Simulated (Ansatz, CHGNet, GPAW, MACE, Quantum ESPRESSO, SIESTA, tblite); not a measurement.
# Quantum ESPRESSO on random packing of 64AlN-36Al2O3 (mol %) (86 atoms): settings compared

How far do other settings of Quantum ESPRESSO move the forces in random packing of 64AlN-36Al2O3 (mol %) (86 atoms)? One run of the same program serves as the yardstick.

Program: Quantum ESPRESSO 7.5. Level of theory: the method is named at each step. Results are calculated unless marked as measured.

## Step 1: The starting structure

The cell holds 86 atoms: 38 Al, 18 N and 30 O. Cell: a = 9.738 Å, b = 9.738 Å, c = 9.738 Å, α = 90.0°, β = 90.0°, γ = 90.0°. 86 atoms (38 Al, 18 N, 30 O) packed at random in a cube at 3.16 g/cm³ and pushed apart as soft spheres, cations and anions kept from their own kind; a start for melting by ab initio MD, not an equilibrated structure. Then every atom was moved at random, 0.03 Å r.m.s. a Cartesian component.

The yardstick, on the same geometry:

| Property | Result |
| --- | --- |
| method | Kohn-Sham DFT, PBE, SSSP efficiency 1.3.0 pseudopotentials, plane waves (Quantum ESPRESSO 7.5); sssp-pbe-1.3.0-efficiency, cutoffs 60/480 Ry, Γ point |
| r.m.s. force component | 1.792 eV/Å |
| longest force | 6.267 eV/Å |
| pressure | 4.931 GPa |
| time | 6.1 min on 4 MPI ranks of Arm Neoverse V2, shared host |
| CPU time | 25 min |

## Step 2: PBE, sssp-1.3.0-efficiency, 35/280 Ry

Method: Kohn-Sham DFT, PBE, SSSP efficiency 1.3.0 pseudopotentials, plane waves.

Contents of pw.in:

```
&control
  calculation = 'scf'
  pseudo_dir = './pseudo'
  outdir = './tmp'
  disk_io = 'none'
  tprnfor = .true.
  tstress = .true.
/
&system
  ibrav = 0
  nat = 86
  ntyp = 3
  ecutwfc = 35
  ecutrho = 280
  nosym = .true.
  occupations = 'smearing'
  smearing = 'fd'
  degauss = 0.003675
/
&electrons
  conv_thr = 4.3e-07
  electron_maxstep = 100
  mixing_beta = 0.4
  mixing_mode = 'plain'
  diagonalization = 'david'
/
ATOMIC_SPECIES
Al 26.982 Al.upf
N 14.007 N.upf
O 15.999 O.upf
CELL_PARAMETERS angstrom
9.73820 0.00000 0.00000
0.00000 9.73820 0.00000
0.00000 0.00000 9.73820
ATOMIC_POSITIONS crystal
Al 0.99042 0.26924 0.26938
Al 0.04580 0.55505 0.47139
Al 0.89497 0.45027 0.75529
Al 0.84845 0.88902 0.52915
Al 0.56824 0.64796 0.68329
Al 0.46912 0.21586 0.51804
Al 0.04941 0.47437 0.04809
Al 0.28755 0.86801 0.35938
Al 0.23218 0.34453 0.71381
Al 0.28135 0.44774 0.34138
Al 0.74982 0.69687 0.40443
Al 0.84914 0.59120 0.15046
Al 0.73754 0.72334 0.86618
Al 0.69728 0.88492 0.23814
Al 0.20141 0.76778 0.12343
Al 0.66509 0.36978 0.10427
Al 0.85157 0.20407 0.80259
Al 0.21246 0.53491 0.86833
Al 0.64684 0.23741 0.34344
Al 0.43963 0.91189 0.16280
Al 0.12143 0.18333 0.93603
Al 0.19138 0.94111 0.93515
Al 0.41611 0.99856 0.75799
Al 0.66639 0.02532 0.75230
Al 0.22193 0.78037 0.74200
Al 0.64065 0.47684 0.87329
Al 0.89116 0.86639 0.02621
Al 0.60899 0.95763 0.47177
Al 0.49063 0.16805 0.15962
Al 0.88631 0.12590 0.44628
Al 0.17620 0.02439 0.19856
Al 0.97162 0.77844 0.72787
Al 0.79163 0.14605 0.03269
Al 0.19607 0.07404 0.65895
Al 0.77477 0.45927 0.34504
Al 0.29709 0.31379 0.08254
Al 0.93852 0.96144 0.25936
Al 0.39498 0.60826 0.19022
N 0.17268 0.36933 0.94295
N 0.45643 0.35573 0.37789
N 0.67774 0.28724 0.86311
N 0.49473 0.08074 0.38055
N 0.23455 0.75110 0.93326
N 0.34064 0.89231 0.59348
N 0.26782 0.09626 0.04230
N 0.81108 0.27878 0.18764
N 0.75653 0.07001 0.58845
N 0.33865 0.63134 0.74455
N 0.05492 0.89164 0.13076
N 0.54340 0.16019 0.68084
N 0.50833 0.46130 0.16718
N 0.47600 0.39218 0.65361
N 0.49072 0.81632 0.77101
N 0.45639 0.32216 0.96740
N 0.09162 0.67469 0.61341
N 0.68552 0.96779 0.96157
[... 26 atom lines left out ...]
O 0.96645 0.10682 0.12000
O 0.75859 0.77596 0.64751
O 0.05060 0.21899 0.52318
O 0.48620 0.54872 0.91941
K_POINTS gamma
```

Run with:

```bash
$ OMP_NUM_THREADS=1 mpirun -np 2 pw.x -in pw.in > output.txt
```

The program printed:

```text
Program PWSCF
     gamma-point specific algorithms are used
     Parallelization info
     sticks:   dense  smooth     PW     G-vecs:    dense   smooth      PW
     Min        3762    1879    474               246281    86987   10938
     Max        3763    1882    475               246286    86994   10941
     Sum        7525    3761    949               492567   173981   21879
     bravais-lattice index     =            0
     lattice parameter (alat)  =      18.4025  a.u.
     unit-cell volume          =    6232.0750 (a.u.)^3
     number of atoms/cell      =           86
     number of atomic types    =            3
     number of electrons       =       384.00
     number of Kohn-Sham states=          230
     kinetic-energy cutoff     =      35.0000  Ry
     charge density cutoff     =     280.0000  Ry
     scf convergence threshold =      4.3E-07
     mixing beta               =       0.4000
     number of iterations used =            8  plain     mixing
     Exchange-correlation= SLA  PW   PBX  PBC
                           (   1   4   3   4   0   0   0)
     crystal axes: (cart. coord. in units of alat)
               a(1) = (   1.000000   0.000000   0.000000 )
               a(2) = (   0.000000   1.000000   0.000000 )
               a(3) = (   0.000000   0.000000   1.000000 )
     reciprocal axes: (cart. coord. in units 2 pi/alat)
               b(1) = (  1.000000  0.000000  0.000000 )
               b(2) = (  0.000000  1.000000  0.000000 )
               b(3) = (  0.000000  0.000000  1.000000 )
     PseudoPot. # 1 for Al:
     Pseudo is Projector augmented-wave + core cor, Zval =  3.0
     PseudoPot. # 2 for N :
     Pseudo is Ultrasoft + core correction, Zval =  5.0
     PseudoPot. # 3 for O :
     Pseudo is Projector augmented-wave + core cor, Zval =  6.0
     atomic species   valence    mass     pseudopotential
     Al                3.00    26.98200     Al( 1.00)
     N                 5.00    14.00700     N ( 1.00)
     O                 6.00    15.99900     O ( 1.00)
     No symmetry found
   Cartesian axes
     number of k points=     1  Fermi-Dirac smearing, width (Ry)=  0.0037
                       cart. coord. in units 2pi/alat
        k(    1) = (   0.0000000   0.0000000   0.0000000), wk =   2.0000000
     Dense  grid:   246284 G-vectors     FFT dimensions: ( 100, 100, 100)
     Smooth grid:    86991 G-vectors     FFT dimensions: (  72,  72,  72)
     Check: negative core charge=   -0.000002
     Initial potential from superposition of free atoms
     starting charge     383.9128, renormalised to     384.0000
     Starting wfcs are  344 randomized atomic wfcs
     Self-consistent Calculation
     iteration #  1     ecut=    35.00 Ry     beta= 0.40
     total energy              =   -3101.82947609 Ry
     estimated scf accuracy    <      27.51599533 Ry
     iteration #  2     ecut=    35.00 Ry     beta= 0.40
     total energy              =   -3098.48263526 Ry
     estimated scf accuracy    <     103.74456710 Ry
     iteration #  3     ecut=    35.00 Ry     beta= 0.40
     total energy              =   -3107.50178902 Ry
     estimated scf accuracy    <      53.36412545 Ry
     iteration #  4     ecut=    35.00 Ry     beta= 0.40
     total energy              =   -3110.80521170 Ry
     estimated scf accuracy    <      10.26214864 Ry
     iteration #  5     ecut=    35.00 Ry     beta= 0.40
     total energy              =   -3111.27444886 Ry
     estimated scf accuracy    <       7.30907882 Ry
     iteration #  6     ecut=    35.00 Ry     beta= 0.40
     total energy              =   -3111.61992303 Ry
     estimated scf accuracy    <       2.13196494 Ry
[...]
c_bands:  1 eigenvalues not converged
[...]
total energy              =   -3111.72007114 Ry
[...]
iteration # 43     ecut=    35.00 Ry     beta= 0.40
     total energy              =   -3111.72007111 Ry
     estimated scf accuracy    <       0.00000130 Ry
     iteration # 44     ecut=    35.00 Ry     beta= 0.40
     total energy              =   -3111.72007115 Ry
     estimated scf accuracy    <       0.00000066 Ry
     iteration # 45     ecut=    35.00 Ry     beta= 0.40
     End of self-consistent calculation
          k = 0.0000 0.0000 0.0000 ( 10940 PWs)   bands (ev):
   -12.5698 -12.3873 -12.2013 -12.0692 -12.0308 -11.9866 -11.8683 -11.8172
   -11.2059 -11.1774 -11.1291 -11.0673 -10.9597 -10.8933 -10.8809 -10.8260
   -10.5376 -10.4582 -10.4058 -10.0816  -9.9927  -9.9693  -9.8467  -9.7732
    -9.6942  -9.3072  -8.9462  -8.8864  -8.8122  -8.7497  -8.4108  -7.8561
    -7.5329  -7.4521  -7.2292  -7.0087  -6.8563  -6.8010  -6.5231  -6.4452
    -6.0160  -5.9059  -5.6929  -5.5029  -5.3919  -5.1830  -5.0199  -4.2742
[...]
8.3971   8.4722   8.5424   8.6044   8.7123   8.7553   8.8571   8.9097
     8.9800   9.1659   9.3307   9.4695   9.5112   9.6426   9.7053   9.8523
    10.0111  10.0842  10.1949  10.2738  10.4286  10.5526  10.6993  10.8038
    10.8718  11.0195  11.1088  11.2401  11.3424  11.3793
     the Fermi energy is     7.8451 ev
!    total energy              =   -3111.72007106 Ry
     estimated scf accuracy    <       0.00000016 Ry
     smearing contrib. (-TS)   =      -0.02152632 Ry
     internal energy E=F+TS    =   -3111.69854474 Ry
     The total energy is F=E-TS. E is the sum of the following terms:
     one-electron contribution =    -361.35961804 Ry
     hartree contribution      =     436.17212961 Ry
     xc contribution           =    -419.17775076 Ry
     ewald contribution        =   -1163.77554390 Ry
     one-center paw contrib.   =   -1603.55776165 Ry
     convergence has been achieved in  45 iterations
     Forces acting on atoms (cartesian axes, Ry/au):
     atom    1 type  1   force =     0.00540367    0.01231605   -0.00870510
     atom    2 type  1   force =     0.01237568   -0.03955826    0.06382175
     atom    3 type  1   force =    -0.00855524    0.07484367   -0.07461513
     atom    4 type  1   force =     0.04673337    0.04406442    0.04813440
     atom    5 type  1   force =    -0.09448995   -0.00661841   -0.11947254
     atom    6 type  1   force =    -0.10067505    0.04507995    0.05632697
[...]
atom   84 type  3   force =     0.11289312    0.02747607    0.05722785
     atom   85 type  3   force =    -0.05303713   -0.06164059   -0.04781254
     atom   86 type  3   force =     0.05487018   -0.00090898   -0.03755283
     Total force =     1.119293     Total SCF correction =     0.001054
     Computing stress (Cartesian axis) and pressure
          total   stress  (Ry/bohr**3)                   (kbar)     P=      -30.11
  -0.00032888  -0.00010918  -0.00008168          -48.38      -16.06      -12.01
  -0.00010918   0.00002258  -0.00007394          -16.06        3.32      -10.88
  -0.00008168  -0.00007394  -0.00030776          -12.01      -10.88      -45.27
     Message from routine punch:
     Nothing written, as per user request (disk_io='none')
```

Elapsed: 6.9 min, on 2 MPI ranks of Arm Neoverse V2, shared host; peak memory 1.5 GiB; 14 min of CPU time.

Banners, paths, timers and routine set-up lines are dropped from the logs unmarked, and long logs keep their key lines alone; longer cuts are marked.

Against the reference:

- r.m.s. force component: 1.792 eV/Å
- r.m.s. difference of force components: 7.779 meV/Å
- longest difference of force vectors: 28.39 meV/Å
- force difference over r.m.s. force: 0.434 %
- slope of forces against the reference's: 0.9996
- correlation of force components: 1
- pressure: -3.011 GPa
- pressure difference: -7.942 GPa
- energy less the same-level run's: 78.6 meV/atom
- r.m.s. force difference from the same-level run: 7.778 meV/Å

This is a coarse setting, run to see what it loses.

Length of the force difference by element (eV/Å):

| element | atoms | mean | most |
| --- | --- | --- | --- |
| Al | 38 | 0.0087 | 0.017 |
| N | 18 | 0.011 | 0.019 |
| O | 30 | 0.016 | 0.028 |

A closer look about N48, picked at random: 9 atoms, nearest first, numbered in the order of the input, with positions taken from that point.

| atom | x | y | z | distance (Å) | Fx | Fy | Fz (eV/Å) |
| --- | --- | --- | --- | --- | --- | --- | --- |
| N48 | 0.00 | 0.00 | 0.00 | 0.00 | 0.79 | -2.14 | -0.29 |
| Al25 | -1.14 | 1.45 | -0.02 | 1.84 | 2.13 | -0.52 | -4.41 |
| Al18 | -1.23 | -0.94 | 1.21 | 1.96 | 2.39 | 5.40 | 0.97 |
| Al5 | 2.24 | 0.16 | -0.60 | 2.32 | -2.43 | -0.17 | -3.07 |
| N53 | 1.48 | 1.80 | 0.26 | 2.35 | 2.05 | 0.30 | -0.01 |
| O86 | 1.44 | -0.80 | 1.70 | 2.37 | 1.41 | -0.02 | -0.97 |
| N43 | -1.01 | 1.17 | 1.84 | 2.40 | -0.68 | 0.95 | -1.03 |
| O62 | -0.36 | 0.47 | -2.42 | 2.50 | -0.94 | -0.14 | -3.92 |
| N55 | -2.41 | 0.42 | -1.28 | 2.76 | -1.94 | 0.31 | 0.28 |

Forces lie 0.43 % from the reference's, at 0.56 times its CPU time (on 2 against 4 cores).

Within one program, basis, potentials and functional, energies share a zero. Each run against its twin at the usual cutoff or grid and solver:

| run | twin | Δ energy (meV/atom) | Δ force, r.m.s. (meV/Å) | CPU time over the twin's |
| --- | --- | --- | --- | --- |
| QE PBE, sssp-1.3.0-efficiency, 35/280 Ry | sssp-1.3.0-efficiency, 60/480 Ry | 78.6 | 7.78 | 0.56 (this twin ran on 4 cores) |

## Step 3: Outcome

| Quantity | Value |
| --- | --- |
| force difference from the reference | QE PBE, sssp-1.3.0-efficiency, 35/280 Ry (coarse), 0.43 % |
| its CPU time | 14 min |

Runs with settings chosen to be coarse differ by 0.43 % (QE PBE, sssp-1.3.0-efficiency, 35/280 Ry). In pressure, QE PBE, sssp-1.3.0-efficiency, 35/280 Ry misses by -7.9 GPa, at the same functional; a cutoff this low leaves a large Pulay stress. The reference's pressure holds the uncorrected Pulay stress of its 60 Ry basis, so small pressure differences, and their order, may be the reference's own error. The reference's stress is far from hydrostatic: its diagonal is 3.1, 8.3, 3.4 GPa, compression counted positive. The reference's pressure of 4.9 GPa belongs to a cell and atoms that aren't relaxed at this level. The electronic-structure runs sample only Γ, in a cell whose shortest periodic width is 10 Å, which is coarse for a cell with partly filled levels.

[Also dropped from logs without a mark: logging warnings of Python, and SIESTA's first energy breakdown and zero terms.]

[Logs are printed without paths, hosts, clocks, repeated set-up lines and the standing remarks that a program may print on its own settings, such as how far it seeks lower states.]

[Hosts, paths, dates, database ids (printed as entryN), source tags and the programs' standing remarks are cut or masked in the printed files.]
